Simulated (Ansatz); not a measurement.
## KCrF3 (cubic perovskite) (Pm-3m): how robust is the cRPA U?

Wanted: the sensitivity and cost of U and J for KCrF3 (cubic perovskite) (Pm-3m).

Program: Ansatz 0.2.0. Level of theory: constrained RPA on LDA, plane waves, PAW. Results are calculated unless marked as measured.

Report form: the programs' logs are mostly left out.

The structure was built from a prototype and need not be the compound's stable phase.

## Step 1: The structure

Symmetry: Pm-3m, No. 221, cubic system. The conventional cell has a = 3.901 Å, b = 3.901 Å, c = 3.901 Å, α = 90.00°, β = 90.00°, γ = 90.00°. Nearest to K lie 12 F at 2.76 Å. Nearest to Cr lie 6 F at 1.95 Å. F has 2 Cr at 1.95 Å and 4 K at 2.76 Å nearest. Farther neighbours and most contacts between anions are not listed.

The structure was relaxed with LDA. The structure type comes from a generator and need not be one that this composition takes. The structure was generated from a model, not taken from a measurement. The runs that relaxed it are not among those shown. The program's search for lower electronic states was switched off, so nothing shows that the state found is the lowest. The default PAW set here is soft_2. Its files were made with PBE.

## Step 2: Base: Cr t2g, bands v2 to c1, 4×4×4 mesh, medium accuracy

Constrained RPA screens the interaction with every transition except those inside the target bands, which a later many-body model would treat itself.

Input file input.yaml:

```yaml
crystal:
  lattice:
    - [0.0, -3.90088595, 0.0]
    - [0.0, 0.0, 3.90088595]
    - [-3.90088595, 0.0, 0.0]
  atoms:
    - { symbol: K, position: [0.0, 0.0, 0.0] }
    - { symbol: Cr, position: [0.5, 0.5, 0.5] }
    - { symbol: F, position: [0.5, 0.5, 0.0] }
    - { symbol: F, position: [0.5, 0.0, 0.5] }
    - { symbol: F, position: [0.0, 0.5, 0.5] }
kpoints:
  mp_grid: { grid: [8, 8, 8] }
hamiltonian:
  xc: lda
scf:
  occupations: { method: gaussian, width: 0.08 }
  n_extra_bands: 19
  max_iter: 150
  lower_state_search: "off"
output:
  crpa:
    kmesh: [4, 4, 4]
    target_bands: [v2, c1]
    projections: [{ species: Cr, l: d, shell: 3, orbitals: [dxz, dyz, dxy] }]
  local_orbitals:
    kmesh: [8, 8, 8]
    orbitals: [{ species: Cr, l: d, shell: 3, orbitals: [dxz, dyz, dxy] }]
    window: { bands: [v2, c1] }
    seedname: lo
```

Launch:

```console
$ ansatz run input.yaml --threads 4 --pin off --max-ram 9216MiB --backend cpu --events-out ev --progress --plain --runs-dir out
```

It took 30 s on 4 threads of Arm Neoverse V2, shared host; peak memory 0.53 GiB.

This step gave:

```yaml
u: 6.632 eV
u_prime_inter_orbital: 5.551 eV
j: 0.5040 eV
bare_v: 18.93 eV
bare_j: 0.6901 eV
stated_bound_on_u: 0.005037 eV
u_over_bare_v: 0.3503
electrons_in_the_window: 4.000
head_of_the_constrained_inverse_dielectric_matrix: 0.3579
least_eigenvalue_of_the_projection_s_overlap: 0.8196
target_functions: 3
bands_in_the_sums: 46
r_m_s_miss_of_the_model_bands: 6.70e-5 eV
width_of_the_target_bands: 1.491 eV
weight_of_the_projected_orbitals_in_the_window: 0.9061
```

On the Cr t2g shell, screening brings the on-site interaction from 18.9 eV down to U = 6.63 eV.

## Step 3: Changed: 6×6×6 mesh

input.yaml, the sections that differ from step 2:

```yaml
output:
  crpa:
    kmesh: [6, 6, 6]
    target_bands: [v2, c1]
    projections: [{ species: Cr, l: d, shell: 3, orbitals: [dxz, dyz, dxy] }]
# crystal, kpoints, hamiltonian, scf: as in step 2
```

It took 3 min on 4 threads; peak memory 0.72 GiB; 12 min of CPU time.

Numbers from this step:

| Item | Value |
| --- | --- |
| U | 6.629 eV |
| U prime (inter-orbital) | 5.548 eV |
| J | 0.5043 eV |
| bare V | 18.92 eV |
| bare J | 0.6900 eV |
| stated bound on U | 0.005026 eV |
| U over bare V | 0.3504 |
| electrons in the window | 4.000 |
| head of the constrained inverse dielectric matrix | 0.3659 |
| least eigenvalue of the projection's overlap | 0.8196 |
| target functions | 3 |
| bands in the sums | 46 |
| width of the target bands | 1.491 eV |
| weight of the projected orbitals in the window | 0.9061 |

On the Cr t2g shell, screening brings the on-site interaction from 18.9 eV down to U = 6.63 eV.

## Step 4: Changed: 2×2×2 mesh

Changes to input.yaml since step 3:

```diff
@@ -22,3 +22,3 @@
   crpa:
-    kmesh: [6, 6, 6]
+    kmesh: [2, 2, 2]
     target_bands: [v2, c1]
```

Elapsed: 5.9 s, on 4 threads; peak memory 0.45 GiB.

Numbers from this step:

```
U                                                 : 7.068 eV
U prime (inter-orbital)                           : 5.971 eV
J                                                 : 0.5039 eV
bare V                                            : 19.17 eV
bare J                                            : 0.6959 eV
stated bound on U                                 : 0.005900 eV
U over bare V                                     : 0.3686
electrons in the window                           : 4.000
head of the constrained inverse dielectric matrix : 0.3609
least eigenvalue of the projection's overlap      : 0.8196
target functions                                  : 3
bands in the sums                                 : 46
width of the target bands                         : 1.491 eV
weight of the projected orbitals in the window    : 0.9061
```

On the Cr t2g shell, screening brings the on-site interaction from 19.2 eV down to U = 7.07 eV.

## Step 5: Changed: accuracy low

Changes to input.yaml since step 4:

```diff
@@ -22,4 +22,5 @@
   crpa:
-    kmesh: [2, 2, 2]
+    kmesh: [4, 4, 4]
     target_bands: [v2, c1]
     projections: [{ species: Cr, l: d, shell: 3, orbitals: [dxz, dyz, dxy] }]
+    accuracy: low
```

It took 19 s on 4 threads; peak memory 0.49 GiB.

Numbers from this step:

| Property | Result |
| --- | --- |
| U | 6.629 eV |
| U prime (inter-orbital) | 5.548 eV |
| J | 0.5053 eV |
| bare V | 18.93 eV |
| bare J | 0.6901 eV |
| stated bound on U | 0.05483 eV |
| U over bare V | 0.3501 |
| electrons in the window | 4.000 |
| head of the constrained inverse dielectric matrix | 0.3579 |
| least eigenvalue of the projection's overlap | 0.8196 |
| target functions | 3 |
| bands in the sums | 46 |
| width of the target bands | 1.491 eV |
| weight of the projected orbitals in the window | 0.9061 |

On the Cr t2g shell, screening brings the on-site interaction from 18.9 eV down to U = 6.63 eV.

## Step 6: Changed: smooth pair densities

Changes to input.yaml since step 5:

```diff
@@ -25,2 +25,2 @@
     projections: [{ species: Cr, l: d, shell: 3, orbitals: [dxz, dyz, dxy] }]
-    accuracy: low
+    pair_densities: pseudo
```

The job ended after 28 s (4 threads; peak memory 0.46 GiB).

This step gave:

- U: 6.671 eV
- U prime (inter-orbital): 5.540 eV
- J: 0.5229 eV
- bare V: 18.93 eV
- bare J: 0.6901 eV
- stated bound on U: 0.001672 eV
- U over bare V: 0.3523
- electrons in the window: 4.000
- head of the constrained inverse dielectric matrix: 0.3582
- least eigenvalue of the projection's overlap: 0.8196
- target functions: 3
- bands in the sums: 46
- width of the target bands: 1.491 eV
- weight of the projected orbitals in the window: 0.9061

On the Cr t2g shell, screening brings the on-site interaction from 18.9 eV down to U = 6.67 eV.

## Step 7: Changed: more bands than orbitals

Changes to input.yaml since step 6:

```diff
@@ -23,4 +23,3 @@
     kmesh: [4, 4, 4]
-    target_bands: [v2, c1]
+    target_bands: [v2, c2]
     projections: [{ species: Cr, l: d, shell: 3, orbitals: [dxz, dyz, dxy] }]
-    pair_densities: pseudo
```

Wall time 0.1 s (4 threads); peak memory 0.082 GiB.

The input was rejected at the start.

The program's message: “Error: invalid value for `output.crpa.projections`: 3 orbital(s) selected but the target window spans 4 band(s); name one orbital per band of it”

The fault put into this input: more bands than orbitals.

## Step 8: Changed: volume +3 %

The cell differs from the one that the last finished run ended in (a 3.901 → 3.940 Å, b 3.901 → 3.940 Å, c 3.901 → 3.940 Å).

input.yaml, the sections that differ from step 7:

```yaml
crystal:
  lattice:
    - [0.0, -3.9395110951, 0.0]
    - [0.0, 0.0, 3.9395110951]
    - [-3.9395110951, 0.0, 0.0]
  atoms:
    - { symbol: K, position: [0.0, 0.0, 0.0] }
    - { symbol: Cr, position: [0.5, 0.5, 0.5] }
    - { symbol: F, position: [0.5, 0.5, 0.0] }
    - { symbol: F, position: [0.5, 0.0, 0.5] }
    - { symbol: F, position: [0.0, 0.5, 0.5] }
output:
  crpa:
    kmesh: [4, 4, 4]
    target_bands: [v2, c1]
    projections: [{ species: Cr, l: d, shell: 3, orbitals: [dxz, dyz, dxy] }]
  local_orbitals:
    kmesh: [8, 8, 8]
    orbitals: [{ species: Cr, l: d, shell: 3, orbitals: [dxz, dyz, dxy] }]
    window: { bands: [v2, c1] }
    seedname: lo
# kpoints, hamiltonian, scf: as in step 7
```

Wall time 34 s (4 threads); peak memory 0.52 GiB; 2.1 min of CPU time.

This step gave:

| Item | Value |
| --- | --- |
| U | 6.637 eV |
| U prime (inter-orbital) | 5.552 eV |
| J | 0.5040 eV |
| bare V | 18.98 eV |
| bare J | 0.6925 eV |
| stated bound on U | 0.004992 eV |
| U over bare V | 0.3498 |
| electrons in the window | 4.000 |
| head of the constrained inverse dielectric matrix | 0.3576 |
| least eigenvalue of the projection's overlap | 0.8261 |
| target functions | 3 |
| bands in the sums | 46 |
| r.m.s. miss of the model bands | 6.06e-5 eV |
| width of the target bands | 1.402 eV |
| weight of the projected orbitals in the window | 0.9089 |

On the Cr t2g shell, screening brings the on-site interaction from 19.0 eV down to U = 6.64 eV.

## Step 9: Changed: volume -3 %

The cell differs from the one that the last finished run ended in (a 3.940 → 3.861 Å, b 3.940 → 3.861 Å, c 3.940 → 3.861 Å).

Changes to input.yaml since step 8:

```diff
@@ -2,5 +2,5 @@
   lattice:
-    - [0.0, -3.9395110951, 0.0]
-    - [0.0, 0.0, 3.9395110951]
-    - [-3.9395110951, 0.0, 0.0]
+    - [0.0, -3.8614803675, 0.0]
+    - [0.0, 0.0, 3.8614803675]
+    - [-3.8614803675, 0.0, 0.0]
   atoms:
```

Run time: 35 s. Hardware: 4 threads; peak memory 0.51 GiB; 2.2 min of CPU time.

Numbers from this step:

- U: 6.621 eV
- U prime (inter-orbital): 5.544 eV
- J: 0.5038 eV
- bare V: 18.89 eV
- bare J: 0.6876 eV
- stated bound on U: 0.005092 eV
- U over bare V: 0.3506
- electrons in the window: 4.000
- head of the constrained inverse dielectric matrix: 0.3574
- least eigenvalue of the projection's overlap: 0.8127
- target functions: 3
- bands in the sums: 46
- r.m.s. miss of the model bands: 4.74e-5 eV
- width of the target bands: 1.587 eV
- weight of the projected orbitals in the window: 0.9031

On the Cr t2g shell, screening brings the on-site interaction from 18.9 eV down to U = 6.62 eV.

## Step 10: Side by side

Times are wall times on 4 threads of Arm Neoverse V2, shared host, good to a factor of about two.

```tsv
run	bare V (eV)	U (eV)	J (eV)	bound on U (eV)	width (eV)	time
target window	18.93	6.632	0.504	0.0050	1.49	30 s
6×6×6 mesh	18.92	6.629	0.504	0.0050	1.49	3 min
2×2×2 mesh	19.17	7.068	0.504	0.0059	1.49	5.9 s
accuracy low	18.93	6.629	0.505	0.0548	1.49	19 s
smooth pair densities	18.93	6.671	0.523	0.0017	1.49	28 s
volume +3 %	18.98	6.637	0.504	0.0050	1.40	34 s
volume -3 %	18.89	6.621	0.504	0.0051	1.59	35 s
```

## Step 11: Summary of results

```json
{"target window": "U 6.63 eV, J 0.50 eV", "6×6×6 mesh": "U 6.63 eV, J 0.50 eV", "2×2×2 mesh": "U 7.07 eV, J 0.50 eV", "accuracy low": "U 6.63 eV, J 0.51 eV", "smooth pair densities": "U 6.67 eV, J 0.52 eV", "volume +3 %": "U 6.64 eV, J 0.50 eV", "volume -3 %": "U 6.62 eV, J 0.50 eV"}
```

**Reading.** 6×6×6 mesh moves U by −0.003 eV (within the solver's bounds, for the mean over orbitals) at 6.1 times the time. 2×2×2 mesh moves U by +0.44 eV at 0.20 times the time. Accuracy low moves U by −0.004 eV (within the solver's bounds, for the mean over orbitals). Smooth pair densities moves U by +0.04 eV. Volume +3 % moves U by +0.005 eV (within the solver's bounds, for the mean over orbitals). Volume -3 % moves U by −0.01 eV. The printed bound covers the solver alone, not the mesh. The parent state is non-magnetic and the interaction static (zero frequency); U depends on the window and the orbitals, so it belongs to this model alone. A model of the t2g bands alone assumes low spin; where the ion is high-spin, as for many Cr, Mn, Fe and Co compounds, the eg bands are needed too.

[Paths, hosts, dates, memory and timing lines, banners, echoed tables and standing remarks are left out of the program output.]

[Logs are printed without paths, hosts, clocks, repeated set-up lines and the standing remarks that a program may print on its own settings, such as how far it seeks lower states.]

[Runs of the session that timed out or met a known fault of the program may be left out.]

[Hosts, paths, dates, database ids (printed as entryN), source tags and the programs' standing remarks are cut or masked in the printed files.]
